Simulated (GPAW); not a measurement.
## Ballistic transport through BN in line between two Si chains, cheap and dear

How well does BN in line between two Si chains conduct at low bias, and how far do basis and functional move the answer?

Calculated with GPAW 26.7.0; GPAW LCAO, PAW setups; Landauer transmission from Green's functions with principal layers (ASE), zero bias.

### Step 1. Set-up

The cell holds 12 atoms: 10 Si, 1 B and 1 N. Cell: a = 9.000 Å, b = 9.000 Å, c = 24.600 Å, α = 90.0°, β = 90.0°, γ = 90.0°. Regions: left lead, 5 atoms (5 Si); channel, 2 atoms (1 B and 1 N); right lead, 5 atoms (5 Si). Vacuum lies along a and b. The structure is stacked along c, and the current runs across the ab planes.

### Step 2. GPAW, dzp

The script solves lead and junction separately, takes H and S in the orbital basis, and joins semi-infinite leads through their self-energies; the dzp basis is the working standard.

run.py

```python
import json
import numpy as np
from ase import Atoms
from ase.transport.calculators import TransportCalculator
from gpaw import GPAW, FermiDirac
from gpaw.lcao.tools import get_lcao_hamiltonian
from scipy.linalg import eigh

# The junction with lead layers at both ends, along the third cell vector
device = Atoms(
    ['Si', 'Si', 'Si', 'Si', 'Si', 'B', 'N', 'Si', 'Si', 'Si', 'Si', 'Si'],
    positions=[
        [4.50000, 4.50000, 1.10000],
        [4.50000, 4.50000, 3.30000],
        [4.50000, 4.50000, 5.50000],
        [4.50000, 4.50000, 7.70000],
        [4.50000, 4.50000, 9.90000],
        [4.50000, 4.50000, 11.76240],
        [4.50000, 4.50000, 13.04240],
        [4.50000, 4.50000, 14.69980],
        [4.50000, 4.50000, 16.89980],
        [4.50000, 4.50000, 19.09980],
        [4.50000, 4.50000, 21.29980],
        [4.50000, 4.50000, 23.49980]],
    cell=[[9.0, 0.0, 0.0], [0.0, 9.0, 0.0], [0.0, 0.0, 24.5998]],
    pbc=True)

# One principal layer of the lead: the first 3 atoms of the device
lead = Atoms(
    ['Si', 'Si', 'Si'],
    positions=[
        [4.50000, 4.50000, 1.10000],
        [4.50000, 4.50000, 3.30000],
        [4.50000, 4.50000, 5.50000]],
    cell=[[9.0, 0.0, 0.0], [0.0, 9.0, 0.0], [0.0, 0.0, 6.6]],
    pbc=True)

settings = dict(mode='lcao', basis='dzp', xc='PBE', h=0.18,
                occupations=FermiDirac(0.1), maxiter=250,
                mixer=dict(beta=0.1, nmaxold=8, weight=100.0),
                convergence=dict(density=0.0001))
energies = np.arange(-3, 3 + 1e-9, 0.075)
eta = 0.0001
n1, n2 = 1, 1
# k and -k transmit alike, so half of the mesh across the current serves
mesh = [(i, j) for i in range(n1) for j in range(n2) if (i, j) <= (-i % n1, -j % n2)]
weights = np.array([1 if (i, j) == (-i % n1, -j % n2) else 2 for i, j in mesh]) / (n1 * n2)

# [... helper functions left out ...]
fermi_lead = ground_state(lead, (1, 1, 17), 'lead.txt')
fermi_device = ground_state(device, (1, 1, 3), 'device.txt')
# [... loop over the mesh left out, but for ...]
        # Shift the lead onto the potential of the device's first layer
        shift = ((H[:, 0, 0] - H0[:, 0, 0]) / S0[0, 0]).real.mean()
# [...]
kT = 8.617333e-5 * 300
bias = [0.1, 0.2, 0.5, 1.0, 1.5, 2.0]
# [... integrals and printing left out ...]
```

Started as:

```bash
$ OMP_NUM_THREADS=1 OPENBLAS_NUM_THREADS=1 python run.py
```

The program printed:

```text
basis functions: device 156, principal layer 39
Fermi level: lead -3.9220 eV, device -3.8506 eV; lead shifted by -0.0176 eV
largest coupling past the next layer 5.05e-05 eV, largest misfit of the first layer 0.079 eV
  E-E_F (eV)   T (one spin)  [channel counts left out]
    -3.000    1.9527e-12
    -2.925    1.4285e-12
    -2.850    1.1113e-12
    -2.775    9.0981e-13
    -2.700    7.7735e-13
    -2.625    6.8843e-13
    -2.550    6.2860e-13
    -2.475    5.8939e-13
    -2.400    5.6588e-13
    -2.325    5.5538e-13
    -2.250    5.5676e-13
    -2.175    5.7023e-13
    -2.100    5.9729e-13
    -2.025    6.4112e-13
    -1.950    7.0719e-13
    -1.875    8.0476e-13
[...]
2.475    1.4755e+00
     2.550    1.4798e+00
     2.625    1.4837e+00
     2.700    1.4871e+00
     2.775    1.4900e+00
     2.850    1.4922e+00
     2.925    1.4937e+00
     3.000    1.4944e+00
conductance at 300 K: 1.4718 G0 a cell; thermopower 0.1409 uV/K
current from the zero-bias T(E) at 0.1 V: 11.4 uA
current from the zero-bias T(E) at 0.2 V: 22.778 uA
current from the zero-bias T(E) at 0.5 V: 56.557 uA
current from the zero-bias T(E) at 1.0 V: 110.24 uA
current from the zero-bias T(E) at 1.5 V: 158.46 uA
current from the zero-bias T(E) at 2.0 V: 200.94 uA
```

The job ended after 86 s (1 thread of Arm Neoverse N1, shared host; peak memory 1.2 GiB).

This step gave:

```
conductance                                    : 1.472 G₀
largest coupling past the next principal layer : 5.05e-5 eV
largest misfit of the first principal layer    : 0.07853 eV
shift that aligns the lead                     : -0.01757 eV
basis functions of the junction                : 156
basis functions of a principal layer           : 39
transmission at the Fermi level (one spin)     : 1.474
```

One spin. Table of transmission, zone mean by energy, zero at the Fermi level:

energy (eV), transmission, zone mean and a bar:
```
    -3.00       0.00 
    -2.85       0.00 
    -2.70       0.00 
    -2.55       0.00 
    -2.33       0.00 
    -2.17       0.00 
    -2.02       0.00 
    -1.88       0.00 
    -1.73       0.00 
    -1.57       0.00 
    -1.35       0.09 ##
    -1.20       0.53 ###########
    -1.05       0.68 ##############
    -0.90       0.79 ################
    -0.75       0.95 ###################
    -0.60       1.14 #######################
    -0.38       1.36 ###########################
    -0.23       1.44 #############################
    -0.07       1.47 ##############################
     0.00       1.47 ##############################
     0.07       1.47 #############################
     0.23       1.45 #############################
     0.38       1.42 ############################
     0.60       1.39 ############################
     0.75       1.38 ############################
     0.90       1.37 ############################
     1.05       1.37 ############################
     1.20       1.38 ############################
     1.35       1.39 ############################
     1.57       1.41 ############################
     1.73       1.42 #############################
     1.88       1.43 #############################
     2.02       1.44 #############################
     2.17       1.46 #############################
     2.33       1.47 #############################
     2.55       1.48 ##############################
     2.70       1.49 ##############################
     2.85       1.49 ##############################
     3.00       1.49 ##############################
```

Not self-consistent under bias; the bias window is split evenly. Table of current through one cell, from the zero-bias transmission by bias:

| bias (V) | current through one cell, from the zero-bias transmission (μA) |
| --- | --- |
| 0.100 | 11.4 |
| 0.200 | 22.8 |
| 0.500 | 56.6 |
| 1.000 | 110 |
| 1.500 | 158 |
| 2.000 | 201 |

Transmission of the three most open eigenchannels against energy, zero at the Fermi level:

| energy (eV) | channel 1 | channel 2 | channel 3 |
| --- | --- | --- | --- |
| -1.5000 | 3.1e-12 | 3.1e-12 | 2.8e-12 |
| -1.2750 | 0.173 | 0.173 | 1.7e-11 |
| -0.9750 | 0.355 | 0.355 | 0.00486 |
| -0.7500 | 0.446 | 0.446 | 0.0608 |
| -0.5250 | 0.574 | 0.574 | 0.0734 |
| -0.2250 | 0.684 | 0.684 | 0.0749 |
| 0.0000 | 0.700 | 0.700 | 0.0728 |
| 0.2250 | 0.688 | 0.688 | 0.0701 |
| 0.5250 | 0.665 | 0.665 | 0.0669 |
| 0.7500 | 0.656 | 0.656 | 0.0650 |
| 0.9750 | 0.654 | 0.654 | 0.0637 |
| 1.2750 | 0.661 | 0.661 | 0.0627 |
| 1.5000 | 0.670 | 0.670 | 0.0623 |
| 1.7250 | 0.679 | 0.679 | 0.0622 |
| 2.0250 | 0.691 | 0.691 | 0.0623 |
| 2.2500 | 0.699 | 0.699 | 0.0624 |
| 2.4750 | 0.707 | 0.707 | 0.0624 |
| 2.7750 | 0.714 | 0.714 | 0.0624 |
| 3.0000 | 0.716 | 0.716 | 0.0624 |

Couplings past the next layer reach 5.1e-5 eV, small enough to drop; the matrix elements of the cell's first layer differ from the bulk lead's by up to 0.079 eV. That layer keeps its own values in the calculation, and only beyond it is the lead taken as perfect. The Fermi levels of lead and junction count from different zeros of potential, one for each periodic cell; with both set to zero, the small remaining shift is what aligns them. By hand: G = 1.472 × 77.48 μS = 114 μS, a resistance of 8.77 kΩ; at 0.1 V a linear junction would pass 11.4 μA, and the integral over the bias window gives 11.4 μA.

### Step 3. GPAW, szp: basis = "szp(dzp)"

The second zeta is dropped, the polarisation orbitals stay.

Changes to run.py since step 2:

```diff
@@ -37,3 +37,3 @@
 
-settings = dict(mode='lcao', basis='dzp', xc='PBE', h=0.18,
+settings = dict(mode='lcao', basis='szp(dzp)', xc='PBE', h=0.18,
                 occupations=FermiDirac(0.1), maxiter=250,
```

The program printed:

```text
basis functions: device 108, principal layer 27
Fermi level: lead -4.6867 eV, device -4.6421 eV; lead shifted by -0.0165 eV
largest coupling past the next layer 5.08e-05 eV, largest misfit of the first layer 0.056 eV
  E-E_F (eV)   T (one spin)  [channel counts left out]
    -3.000    1.8880e-12
    -2.925    1.3261e-12
    -2.850    9.8864e-13
    -2.775    7.7629e-13
    -2.700    6.3848e-13
    -2.625    5.4791e-13
    -2.550    4.8922e-13
    -2.475    4.5366e-13
    -2.400    4.3642e-13
    -2.325    4.3530e-13
    -2.250    4.5023e-13
    -2.175    4.8320e-13
    -2.100    5.3880e-13
    -2.025    6.2546e-13
    -1.950    7.5801e-13
    -1.875    9.6280e-13
[...]
2.475    1.5067e+00
     2.550    1.5121e+00
     2.625    1.5175e+00
     2.700    1.5226e+00
     2.775    1.5274e+00
     2.850    1.5319e+00
     2.925    1.5360e+00
     3.000    1.5394e+00
conductance at 300 K: 1.4862 G0 a cell; thermopower 0.1877 uV/K
current from the zero-bias T(E) at 0.1 V: 11.51 uA
current from the zero-bias T(E) at 0.2 V: 22.989 uA
current from the zero-bias T(E) at 0.5 V: 56.92 uA
current from the zero-bias T(E) at 1.0 V: 109.87 uA
current from the zero-bias T(E) at 1.5 V: 156.25 uA
current from the zero-bias T(E) at 2.0 V: 197.59 uA
```

The job ended after 73 s (1 thread; peak memory 1.1 GiB).

This step gave:

| Quantity | Value |
| --- | --- |
| conductance | 1.486 G₀ |
| largest coupling past the next principal layer | 5.08e-5 eV |
| largest misfit of the first principal layer | 0.05576 eV |
| shift that aligns the lead | -0.01654 eV |
| basis functions of the junction | 108 |
| basis functions of a principal layer | 27 |
| transmission at the Fermi level (one spin) | 1.489 |

One spin. The transmission, zone mean by energy, zero at the Fermi level:

| energy (eV) | transmission, zone mean |
| --- | --- |
| -3.00 | 1.9e-12 |
| -2.77 | 0 |
| -2.55 | 0 |
| -2.40 | 0 |
| -2.17 | 0 |
| -1.95 | 0 |
| -1.73 | 1.8e-12 |
| -1.57 | 4.6e-12 |
| -1.35 | 5.6e-11 |
| -1.12 | 0.403 |
| -0.90 | 0.739 |
| -0.75 | 0.857 |
| -0.53 | 1.14 |
| -0.30 | 1.40 |
| -0.07 | 1.49 |
| 0.00 | 1.49 |
| 0.07 | 1.48 |
| 0.30 | 1.43 |
| 0.53 | 1.39 |
| 0.75 | 1.37 |
| 0.90 | 1.38 |
| 1.12 | 1.39 |
| 1.35 | 1.41 |
| 1.57 | 1.44 |
| 1.73 | 1.45 |
| 1.95 | 1.47 |
| 2.17 | 1.48 |
| 2.40 | 1.50 |
| 2.55 | 1.51 |
| 2.77 | 1.53 |
| 3.00 | 1.54 |

Not self-consistent under bias; the bias window is split evenly. Current through one cell, from the zero-bias transmission against bias:

| bias (V) | current through one cell, from the zero-bias transmission (μA) |
| --- | --- |
| 0.100 | 11.5 |
| 0.200 | 23.0 |
| 0.500 | 56.9 |
| 1.000 | 110 |
| 1.500 | 156 |
| 2.000 | 198 |

Transmission of the three most open eigenchannels against energy, zero at the Fermi level:

| energy (eV) | channel 1 | channel 2 | channel 3 |
| --- | --- | --- | --- |
| -3.00 | 1.9e-12 | 0 | 0 |
| -2.77 | 0 | 0 | 0 |
| -2.55 | 0 | 0 | 0 |
| -2.40 | 0 | 0 | 0 |
| -2.17 | 0 | 0 | 0 |
| -1.95 | 0 | 0 | 0 |
| -1.73 | 1.8e-12 | 0 | 0 |
| -1.57 | 4.6e-12 | 0 | 0 |
| -1.35 | 4.9e-11 | 3.7e-12 | 3.7e-12 |
| -1.12 | 0.196 | 0.196 | 0.0110 |
| -0.90 | 0.345 | 0.345 | 0.0497 |
| -0.75 | 0.399 | 0.399 | 0.0587 |
| -0.53 | 0.540 | 0.540 | 0.0642 |
| -0.30 | 0.666 | 0.666 | 0.0655 |
| -0.07 | 0.711 | 0.711 | 0.0651 |
| 0.00 | 0.712 | 0.712 | 0.0648 |
| 0.07 | 0.708 | 0.708 | 0.0645 |
| 0.30 | 0.685 | 0.685 | 0.0634 |
| 0.53 | 0.664 | 0.664 | 0.0624 |
| 0.75 | 0.657 | 0.657 | 0.0616 |
| 0.90 | 0.658 | 0.658 | 0.0612 |
| 1.12 | 0.666 | 0.666 | 0.0610 |
| 1.35 | 0.677 | 0.677 | 0.0609 |
| 1.57 | 0.688 | 0.688 | 0.0612 |
| 1.73 | 0.694 | 0.694 | 0.0614 |
| 1.95 | 0.703 | 0.703 | 0.0620 |
| 2.17 | 0.711 | 0.711 | 0.0626 |
| 2.40 | 0.719 | 0.719 | 0.0633 |
| 2.55 | 0.724 | 0.724 | 0.0638 |
| 2.77 | 0.731 | 0.731 | 0.0645 |
| 3.00 | 0.737 | 0.737 | 0.0652 |

The conductance, 1.49 G₀, lies 1.0 % above that of the dzp run.

### Step 4. Minimal basis

The minimal basis is the cheapest rung: no second zeta and no polarisation.

Changes to run.py since step 3:

```diff
@@ -37,3 +37,3 @@
 
-settings = dict(mode='lcao', basis='szp(dzp)', xc='PBE', h=0.18,
+settings = dict(mode='lcao', basis='sz(dzp)', xc='PBE', h=0.18,
                 occupations=FermiDirac(0.1), maxiter=250,
```

The program printed:

```text
basis functions: device 48, principal layer 12
Fermi level: lead -4.7920 eV, device -4.7583 eV; lead shifted by -0.0212 eV
largest coupling past the next layer 5.12e-05 eV, largest misfit of the first layer 0.074 eV
  E-E_F (eV)   T (one spin)  [channel counts left out]
    -3.000    2.3115e-13
    -2.925    2.0728e-13
    -2.850    1.9175e-13
[...]
2.925    1.4379e+00
     3.000    1.4230e+00
conductance at 300 K: 1.5972 G0 a cell; thermopower 0.2378 uV/K
current from the zero-bias T(E) at 0.1 V: 12.371 uA
current from the zero-bias T(E) at 0.2 V: 24.716 uA
current from the zero-bias T(E) at 0.5 V: 61.335 uA
current from the zero-bias T(E) at 1.0 V: 119.44 uA
current from the zero-bias T(E) at 1.5 V: 171.89 uA
current from the zero-bias T(E) at 2.0 V: 219.33 uA
```

Run time: 46 s. Hardware: 1 thread; peak memory 1.1 GiB.

Numbers from this step:

```yaml
conductance: 1.597 G₀
largest_coupling_past_the_next_principal_layer: 5.12e-5 eV
largest_misfit_of_the_first_principal_layer: 0.07427 eV
shift_that_aligns_the_lead: -0.02118 eV
basis_functions_of_the_junction: 48
basis_functions_of_a_principal_layer: 12
transmission_at_the_fermi_level_one_spin: 1.599
```

One spin. Transmission, zone mean against energy, zero at the Fermi level:

| energy (eV) | transmission, zone mean |
| --- | --- |
| -3.00 | 0 |
| -2.85 | 0 |
| -2.70 | 0 |
| -2.55 | 0 |
| -2.33 | 0 |
| -2.17 | 0 |
| -2.02 | 0 |
| -1.88 | 1.3e-12 |
| -1.73 | 3.8e-12 |
| -1.57 | 1.9e-11 |
| -1.35 | 0.114 |
| -1.20 | 0.673 |
| -1.05 | 0.868 |
| -0.90 | 0.952 |
| -0.75 | 1.08 |
| -0.60 | 1.25 |
| -0.38 | 1.48 |
| -0.23 | 1.57 |
| -0.07 | 1.60 |
| 0.00 | 1.60 |
| 0.07 | 1.59 |
| 0.23 | 1.56 |
| 0.38 | 1.53 |
| 0.60 | 1.49 |
| 0.75 | 1.47 |
| 0.90 | 1.47 |
| 1.05 | 1.47 |
| 1.20 | 1.49 |
| 1.35 | 1.50 |
| 1.57 | 1.52 |
| 1.73 | 1.52 |
| 1.88 | 1.53 |
| 2.02 | 1.53 |
| 2.17 | 1.52 |
| 2.33 | 1.51 |
| 2.55 | 1.49 |
| 2.70 | 1.47 |
| 2.85 | 1.45 |
| 3.00 | 1.42 |

The conductance, 1.60 G₀, lies 8.5 % above that of the dzp run.

### Step 5. LDA in the dzp basis: xc = "LDA"

Back in the dzp basis, the functional changes from PBE to LDA, to set the spread between functionals beside that between bases.

Changes to run.py since step 4:

```diff
@@ -37,3 +37,3 @@
 
-settings = dict(mode='lcao', basis='sz(dzp)', xc='PBE', h=0.18,
+settings = dict(mode='lcao', basis='dzp', xc='LDA', h=0.18,
                 occupations=FermiDirac(0.1), maxiter=250,
```

The program printed:

```text
basis functions: device 156, principal layer 39
Fermi level: lead -4.0572 eV, device -3.9925 eV; lead shifted by -0.0180 eV
largest coupling past the next layer 5.19e-05 eV, largest misfit of the first layer 0.073 eV
  E-E_F (eV)   T (one spin)  [channel counts left out]
    -3.000    1.8796e-12
    -2.925    1.3759e-12
    -2.850    1.0722e-12
[...]
2.925    1.5163e+00
     3.000    1.5168e+00
conductance at 300 K: 1.4944 G0 a cell; thermopower 0.1203 uV/K
current from the zero-bias T(E) at 0.1 V: 11.575 uA
current from the zero-bias T(E) at 0.2 V: 23.126 uA
current from the zero-bias T(E) at 0.5 V: 57.406 uA
current from the zero-bias T(E) at 1.0 V: 111.79 uA
current from the zero-bias T(E) at 1.5 V: 160.53 uA
current from the zero-bias T(E) at 2.0 V: 203.62 uA
```

Wall time 73 s (1 thread); peak memory 1.2 GiB.

This step gave:

- conductance: 1.494 G₀
- largest coupling past the next principal layer: 5.19e-5 eV
- largest misfit of the first principal layer: 0.07292 eV
- shift that aligns the lead: -0.01796 eV
- basis functions of the junction: 156
- basis functions of a principal layer: 39
- transmission at the Fermi level (one spin): 1.496

The conductance, 1.49 G₀, lies 1.5 % above that of the dzp run.

### Step 6. All levels side by side

Times are for 1 thread of Arm Neoverse N1, shared host. The series side by side:

| no. | run | conductance (G₀) | time | memory (GiB) |
| --- | --- | --- | --- | --- |
| 1 | dzp | 1.472 | 86 s | 1.2 |
| 2 | szp | 1.486 | 73 s | 1.1 |
| 3 | sz | 1.597 | 46 s | 1.1 |
| 4 | dzp LDA | 1.494 | 73 s | 1.2 |

### Step 7. Comparison

The curves are compared point by point over the common energies.

This step: comparison of transmission and cost over codes and levels (GPAW 26.7.0).

Ladder, by row:

| step | code | T at the Fermi level (sum over the listed spins) | conductance (G0) | r.m.s. T(E) from the first | wall time (s) | peak memory (GiB) | threads |
| --- | --- | --- | --- | --- | --- | --- | --- |
| dzp | GPAW | 1.474 | 1.472 | 0 | 85.54 | 1.16 | 1 |
| szp | GPAW | 1.489 | 1.486 | 0.07311 | 72.97 | 1.14 | 1 |
| sz | GPAW | 1.599 | 1.597 | 0.09058 | 45.81 | 1.06 | 1 |
| dzp-LDA | GPAW | 1.496 | 1.494 | 0.02016 | 73.24 | 1.16 | 1 |

Transmission, zone mean, sum over the listed spins against energy, zero at the Fermi level:

| energy (eV) | dzp | szp | sz | dzp-LDA |
| --- | --- | --- | --- | --- |
| -3.0000 | 2.0e-12 | 1.9e-12 | 2.3e-13 | 1.9e-12 |
| -2.7750 | 9.1e-13 | 7.8e-13 | 1.8e-13 | 8.8e-13 |
| -2.4750 | 5.9e-13 | 4.5e-13 | 2.0e-13 | 5.8e-13 |
| -2.2500 | 5.6e-13 | 4.5e-13 | 3.0e-13 | 5.5e-13 |
| -2.0250 | 6.4e-13 | 6.3e-13 | 6.4e-13 | 6.4e-13 |
| -1.7250 | 1.2e-12 | 1.8e-12 | 3.8e-12 | 1.2e-12 |
| -1.5000 | 9.2e-12 | 8.6e-12 | 8.7e-11 | 6.9e-12 |
| -1.2750 | 0.346 | 1.1e-9 | 0.414 | 0.307 |
| -0.9750 | 0.715 | 0.690 | 0.908 | 0.734 |
| -0.7500 | 0.953 | 0.857 | 1.08 | 0.954 |
| -0.5250 | 1.22 | 1.14 | 1.34 | 1.23 |
| -0.2250 | 1.44 | 1.44 | 1.57 | 1.46 |
| 0.0000 | 1.47 | 1.49 | 1.60 | 1.50 |
| 0.2250 | 1.45 | 1.45 | 1.56 | 1.47 |
| 0.5250 | 1.40 | 1.39 | 1.50 | 1.42 |
| 0.7500 | 1.38 | 1.37 | 1.47 | 1.40 |
| 0.9750 | 1.37 | 1.38 | 1.47 | 1.40 |
| 1.2750 | 1.39 | 1.41 | 1.49 | 1.41 |
| 1.5000 | 1.40 | 1.43 | 1.51 | 1.43 |
| 1.7250 | 1.42 | 1.45 | 1.52 | 1.45 |
| 2.0250 | 1.44 | 1.47 | 1.53 | 1.47 |
| 2.2500 | 1.46 | 1.49 | 1.52 | 1.48 |
| 2.4750 | 1.48 | 1.51 | 1.50 | 1.50 |
| 2.7750 | 1.49 | 1.53 | 1.46 | 1.51 |
| 3.0000 | 1.49 | 1.54 | 1.42 | 1.52 |

(Continued in part 2 of 2.)

[Logs are printed without paths, hosts, clocks, repeated set-up lines and the standing remarks that a program may print on its own settings, such as how far it seeks lower states.]

[Hosts, paths, dates, database ids (printed as entryN), source tags and the programs' standing remarks are cut or masked in the printed files.]
